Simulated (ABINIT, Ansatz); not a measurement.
# BH3 (Pm-3m): zone-centre phonons, part 2 of 2

Which modes does BH3 (Pm-3m) have at the zone centre?

ABINIT 10.8.3; DFT LDA, scalar-relativistic, plane waves, PseudoDojo norm-conserving pseudopotentials.

So far. Step 2 (Relaxation): The volume changes by +0.6 % from the cell with which this run began. Step 3 (Ground state): The cell stands at -0.28 GPa: the relaxation ran with a smoothed and higher cutoff, and the difference is a stress of the finite basis. The relaxed cell has a = 2.787 Å (conventional setting).

The structure was built from a prototype and need not be the compound's stable phase.

### 4. Linear response at Γ

At q = 0 one unit cell holds all displacements. The response is solved for single atoms along the cell's directions, and symmetry skips those that follow from others. The crystal is treated as a metal, which screens a static field, so no field response is asked.

Input file dfpt_gamma.abi:

```

# common to the responses
getwfk_filepath "gso_WFK"
kptopt 2
nqpt 1
qpt 0.0 0.0 0.0
asr 0
chneut 0

# displacements
rfphon 1
rfatpol 1 4
rfdir 1 1 1
tolvrs 1.0d-10
prtwf 0

# basis, mesh and filling
ecut 34.0
ngkpt 12 12 12
nshiftk 1
shiftk 0.0 0.0 0.0
istwfk *1
occopt 3
tsmear 0.01
nband 8
nstep 100
diemac 1000000.0
prtebands 0
prtgsr 0
useylm 1

# cell and atoms
acell 5.266764824 5.266764824 5.266764824
rprim 
    1.0 0.0 0.0
    0.0 1.0 0.0
    0.0 0.0 1.0
ntypat 2
znucl 5 1
natom 4
typat 1 2 2 2
xred 
    0.0 0.0 0.0
    0.5 0.0 0.0
    0.0 0.5 0.0
    0.0 0.0 0.5
pp_dirpath "./pseudo"
pseudos "B.upf, H.upf"
```

Run with:

```bash
$ OMP_NUM_THREADS=1 mpirun -n 4 abinit dfpt_gamma.abi > dfpt_gamma.log
```

Numbers of over 12 decimals in the logs are rounded to 6 here.

dfpt_gamma.abo, the main output file:

```text
[banners, grids, parts of the stress and lines that vanish by symmetry left out]
- input  file    -> dfpt_gamma.abi
- output file    -> dfpt_gamma.abo
- root for input  files -> dfpt_gammai
- root for output files -> dfpt_gammao

 Symmetries : space group Pm -3 m (#221); Bravais cP (primitive cubic)
================================================================================
 Values of the parameters that define the memory need of the present run (RF).
     intxc =       0      iscf =       7    lmnmax =       8     lnmax =       4
     mgfft =      30  mpssoang =       2    mqgrid =    3001     natom =       4
  nloc_mem =       1    nspden =       1   nspinor =       1    nsppol =       1
      nsym =      48    n1xccc =    2501    ntypat =       2    occopt =       3
   xclevel =       1
-    mband =           8        mffmem =           1         mkmem =         217
-   mkqmem =         217        mk1mem =         217           mpw =        1409
      nfft =       27000          nkpt =         868
- my_mband =           8
================================================================================
================================================================================

--------------------------------------------------------------------------------
------------- Echo of variables that govern the present computation ------------
--------------------------------------------------------------------------------
-
- outvars: echo of selected default values
-   iomode0 =  0 , fftalg0 =312 , wfoptalg0 =  0
-
- outvars: echo of global parameters not present in the input file
-  max_nthreads =    1
-
 -outvars: echo values of preprocessed input variables
 [... echo left out ...]
================================================================================

 chkinp: Checking input parameters for consistency.

[...]
== DATASET  1 ==================================================================
-   mpi_nproc: 4, omp_nthreads: 1 (-1 if OMP is not activated)

--- !DatasetInfo
iteration_state: {dtset: 1, }
dimensions: {natom: 4, nkpt: 868, mband: 8, nsppol: 1, nspinor: 1, nspden: 1, mpw: 1409, }
cutoff_energies: {ecut:  34.0, pawecutdg:  -1.0, }
electrons: {nelect:   6.00000000E+00, charge:   0.00000000E+00, occopt:   3.00000000E+00, tsmear:   1.00000000E-02, }
meta: {optdriver: 1, rfphon: 1, }
...

 mkfilename: getwfk from: gso_WFK

 Real(R)+Recip(G) space primitive vectors, cartesian coordinates (Bohr,Bohr^-1):
 R(1)=  5.2667648  0.0000000  0.0000000  G(1)=  0.1898699  0.0000000  0.0000000
 R(2)=  0.0000000  5.2667648  0.0000000  G(2)=  0.0000000  0.1898699  0.0000000
 R(3)=  0.0000000  0.0000000  5.2667648  G(3)=  0.0000000  0.0000000  0.1898699
 Unit cell volume ucvol=  1.4609380E+02 bohr^3
 Angles (23,13,12)=  9.00000000E+01  9.00000000E+01  9.00000000E+01 degrees
 setup1 : take into account q-point for computing boxcut.

 getcut: wavevector=  0.0000  0.0000  0.0000  ngfft=  30  30  30
         ecut(hartree)=     34.000   => boxcut(ratio)=   2.17007

--- Pseudopotential description ------------------------------------------------
- pspini: atom type   1  psp file is ./pseudo/B.upf

- pspini: atom type   2  psp file is ./pseudo/H.upf

   2.55413253E+01                                ecore*ucvol(ha*bohr**3)
--------------------------------------------------------------------------------

 ==>  initialize data related to q vector <==

 The list of irreducible perturbations for this q vector is:
    1)    idir= 1    ipert=   1
    2)    idir= 1    ipert=   2
    3)    idir= 2    ipert=   2

[...]
The perturbation idir=   2  ipert=   1 is
 symmetric of a previously calculated perturbation.
 So, its SCF calculation is not needed.

 The perturbation idir=   3  ipert=   1 is
 symmetric of a previously calculated perturbation.
 So, its SCF calculation is not needed.

 The perturbation idir=   3  ipert=   2 is
 symmetric of a previously calculated perturbation.
 So, its SCF calculation is not needed.

 The perturbation idir=   1  ipert=   3 is
 symmetric of a previously calculated perturbation.
 So, its SCF calculation is not needed.

[...]
The perturbation idir=   2  ipert=   4 is
 symmetric of a previously calculated perturbation.
 So, its SCF calculation is not needed.

 The perturbation idir=   3  ipert=   4 is
 symmetric of a previously calculated perturbation.
 So, its SCF calculation is not needed.

--------------------------------------------------------------------------------
 Perturbation wavevector (in red.coord.)   0.000000  0.000000  0.000000
 Perturbation : displacement of atom   1   along direction   1
 Found     8 symmetries that leave the perturbation invariant.

[...]
dfpt_looppert : total number of electrons, from k and k+q
  fully or partially occupied states are    6.000000E+00 and    6.000000E+00.
 Initialisation of the first-order wave-functions :
  ireadwf=   0

--- !BeginCycle
iteration_state: {dtset: 1, }
solver: {iscf: 7, nstep: 100, nline: 4, wfoptalg: 0, }
tolerances: {tolvrs: 1.00E-10, }
...

     iter   2DEtotal(Ha)        deltaE(Ha) residm    vres2
-ETOT  1   1.594451     -1.568E+02 2.047E+00 2.302E+03
 ETOT  2  0.575571     -1.019E+00 1.245E-01 2.221E+01
 ETOT  3  0.562731     -1.284E-02 3.267E-02 8.358E-01
 ETOT  4  0.562584     -1.466E-04 3.764E-02 2.350E-03
 ETOT  5  0.562584     -2.419E-07 1.033E-02 9.713E-06
[...]
At SCF step    8       vres2   =  2.90E-13 < tolvrs=  1.00E-10 =>converged.
[...]
Mean square residual over all n,k,spin=   34.910E-07; max=  41.054E-04

 Thirteen components of 2nd-order total energy (hartree) are
 1,2,3: 0th-order hamiltonian combined with 1st-order wavefunctions
     kin0=   1.31075108E+02 eigvalue=   3.12185123E+00  local=  -5.79055488E+01
 4,5,6: 1st-order hamiltonian combined with 1st and 0th-order wfs
 loc psp =  -6.24671478E+01  Hartree=   1.36183813E+01     xc=  -4.86396743E+00
 note that "loc psp" includes a xc core correction that could be resolved
 7,8,9: eventually, occupation + non-local contributions
    edocc=   9.09252566E+00     enl0=   6.36813166E+01   enl1=  -2.53172184E+02
 1-9 gives the relaxation energy (to be shifted if some occ is /=2.0)
   erelax=  -1.57819666E+02
 10,11,12 Non-relaxation  contributions : frozen-wavefunctions and Ewald
 fr.local=   1.71844417E+01 fr.nonlo=   1.34391824E+02  Ewald=   7.15792581E+00
 13,14 Frozen wf xc core corrections (1) and (2)
 frxc 1  =  -2.10013448E+00  frxc 2 =   1.74819289E+00
 Resulting in :
 2DEtotal=    0.5625840658E+00 Ha. Also 2DEtotal=    0.153086923099E+02 eV
    (2DErelax=   -1.5781966615E+02 Ha. 2DEnonrelax=    1.5838225022E+02 Ha)
    (  non-var. 2DEtotal :    5.6258406533E-01 Ha)

[...]
Perturbation wavevector (in red.coord.)   0.000000  0.000000  0.000000
 Perturbation : displacement of atom   2   along direction   1
 Found     8 symmetries that leave the perturbation invariant.

[...]
dfpt_looppert : total number of electrons, from k and k+q
  fully or partially occupied states are    6.000000E+00 and    6.000000E+00.
 Initialisation of the first-order wave-functions :
  ireadwf=   0

--- !BeginCycle
iteration_state: {dtset: 1, }
solver: {iscf: 7, nstep: 100, nline: 4, wfoptalg: 0, }
tolerances: {tolvrs: 1.00E-10, }
...

     iter   2DEtotal(Ha)        deltaE(Ha) residm    vres2
-ETOT  1   3.016357     -3.181E+01 2.961E-01 1.817E+03
[...]
At SCF step    7       vres2   =  8.28E-11 < tolvrs=  1.00E-10 =>converged.
[...]
Mean square residual over all n,k,spin=   92.671E-08; max=  10.898E-04

 Thirteen components of 2nd-order total energy (hartree) are
 1,2,3: 0th-order hamiltonian combined with 1st-order wavefunctions
     kin0=   2.64220713E+01 eigvalue=   8.74746837E-01  local=  -6.22895851E+00
 4,5,6: 1st-order hamiltonian combined with 1st and 0th-order wfs
 loc psp =  -4.78274585E+01  Hartree=   9.41380434E+00     xc=  -4.61935333E+00
 note that "loc psp" includes a xc core correction that could be resolved
 7,8,9: eventually, occupation + non-local contributions
    edocc=   7.19618604E+00     enl0=  -3.99148551E-01   enl1=  -1.74912366E+01
 1-9 gives the relaxation energy (to be shifted if some occ is /=2.0)
   erelax=  -3.26593471E+01
 10,11,12 Non-relaxation  contributions : frozen-wavefunctions and Ewald
 fr.local=   5.48211278E+00 fr.nonlo=   6.58356492E+00  Ewald=   2.27573869E+01
 13,14 Frozen wf xc core corrections (1) and (2)
 frxc 1  =   0.00000000E+00  frxc 2 =   0.00000000E+00
 Resulting in :
 2DEtotal=    0.2163717555E+01 Ha. Also 2DEtotal=    0.588777541248E+02 eV
    (2DErelax=   -3.2659347051E+01 Ha. 2DEnonrelax=    3.4823064607E+01 Ha)
    (  non-var. 2DEtotal :    2.1637170431E+00 Ha)

[...]
Perturbation wavevector (in red.coord.)   0.000000  0.000000  0.000000
 Perturbation : displacement of atom   2   along direction   2
 Found     4 symmetries that leave the perturbation invariant.

--------------------------------------------------------------------------------

--------------------------------------------------------------------------------

 dfpt_looppert : total number of electrons, from k and k+q
  fully or partially occupied states are    6.000000E+00 and    6.000000E+00.
 Initialisation of the first-order wave-functions :
  ireadwf=   0

--- !BeginCycle
iteration_state: {dtset: 1, }
solver: {iscf: 7, nstep: 100, nline: 4, wfoptalg: 0, }
tolerances: {tolvrs: 1.00E-10, }
...

     iter   2DEtotal(Ha)        deltaE(Ha) residm    vres2
-ETOT  1  0.563860     -2.722E+01 4.982E-01 1.290E+02
[...]
ETOT  7  0.528249     -4.693E-12 3.794E-03 1.184E-10
 ETOT  8  0.528249      4.903E-13 1.587E-03 4.330E-13

 At SCF step    8       vres2   =  4.33E-13 < tolvrs=  1.00E-10 =>converged.
[...]
Mean square residual over all n,k,spin=   77.137E-08; max=  15.875E-04

 Thirteen components of 2nd-order total energy (hartree) are
 1,2,3: 0th-order hamiltonian combined with 1st-order wavefunctions
     kin0=   2.71935276E+01 eigvalue=   1.07254291E+00  local=  -5.87963754E+00
 4,5,6: 1st-order hamiltonian combined with 1st and 0th-order wfs
 loc psp =  -3.85227791E+01  Hartree=   5.15005179E+00     xc=  -3.26835021E+00
 note that "loc psp" includes a xc core correction that could be resolved
 7,8,9: eventually, occupation + non-local contributions
    edocc=   3.34384343E+00     enl0=  -3.58941523E-01   enl1=  -1.59832938E+01
 1-9 gives the relaxation energy (to be shifted if some occ is /=2.0)
   erelax=  -2.72530364E+01
 10,11,12 Non-relaxation  contributions : frozen-wavefunctions and Ewald
 fr.local=   2.46130065E+01 fr.nonlo=   8.58203464E+00  Ewald=  -5.41375528E+00
 13,14 Frozen wf xc core corrections (1) and (2)
 frxc 1  =   0.00000000E+00  frxc 2 =   0.00000000E+00
 Resulting in :
 2DEtotal=    0.5282494525E+00 Ha. Also 2DEtotal=    0.143743998852E+02 eV
    (2DErelax=   -2.7253036421E+01 Ha. 2DEnonrelax=    2.7781285873E+01 Ha)
    (  non-var. 2DEtotal :    5.2824945669E-01 Ha)

[...]
---- first-order wavefunction calculations are completed ----

 ==> Compute Derivative Database <==

 [... matrices left out ...]
  Phonon wavevector (reduced coordinates) :  0.00000  0.00000  0.00000
 Phonon energies in Hartree :
  -1.707623E-05 -1.707623E-05 -1.707623E-05  1.831921E-03  1.831921E-03
   1.831921E-03  2.788210E-03  2.788210E-03  2.788210E-03  7.285787E-03
   7.285787E-03  7.285787E-03
 Phonon frequencies in cm-1    :
- -3.747798E+00 -3.747798E+00 -3.747798E+00  4.020602E+02  4.020602E+02
-  4.020602E+02  6.119414E+02  6.119414E+02  6.119414E+02  1.599045E+03
-  1.599045E+03  1.599045E+03

== END DATASET(S) ==============================================================
================================================================================

 -outvars: echo values of variables after computation
            acell      5.2667648240E+00  5.2667648240E+00  5.2667648240E+00 Bohr
           etotal      5.2824945246E-01
            fcart      0.0000000000E+00  0.0000000000E+00  0.0000000000E+00
           strten      0.0000000000E+00  0.0000000000E+00  0.0000000000E+00
================================================================================
```

Run time: 36 s. Hardware: 4 MPI ranks of Arm Neoverse V2, shared host; 2.4 min of CPU time.

This step gave:

```
largest acoustic frequency at the zone centre before the sum rule : -3.75 cm⁻¹
highest optical zone-centre mode (no LO-TO term)                  : 1599 cm⁻¹
lowest optical zone-centre mode                                   : 402.1 cm⁻¹
```

The acoustic modes at Γ come out as far as 3.8 cm⁻¹ from zero, where they should vanish, a small numerical error.

### 5. Summary of results

| Item | Value |
| --- | --- |
| space group after relaxation | Pm-3m |
| volume per atom | 5.41 Å³ |
| highest optical zone-centre mode (no LO-TO term) | 1599 cm⁻¹ |
| lowest optical zone-centre mode | 402.1 cm⁻¹ |

**Reading.** At the LDA level the optical modes of BH3 (Pm-3m) at the zone centre run from 402 to 1599 cm⁻¹. These are harmonic frequencies: anharmonic shifts and widths and the lattice's thermal expansion are left out. The Fermi-Dirac smearing of 0.01 Ha is an electronic temperature of 3158 K, which adds a pressure of its own and can shift the volume and soft modes. In a metal the frequencies hang on the k mesh and the smearing, most of all near Kohn anomalies. A run on a mesh of wavevectors was begun and cut off at its time limit; it is not shown, and nothing is said of wavevectors that it left out. The structure is a hypothetical one, built on a prototype.

[Host names and launcher messages were left out of these logs when they were recorded.]

[Logs are printed without paths, hosts, clocks, repeated set-up lines and the standing remarks that a program may print on its own settings, such as how far it seeks lower states.]

[Hosts, paths, dates, database ids (printed as entryN), source tags and the programs' standing remarks are cut or masked in the printed files.]
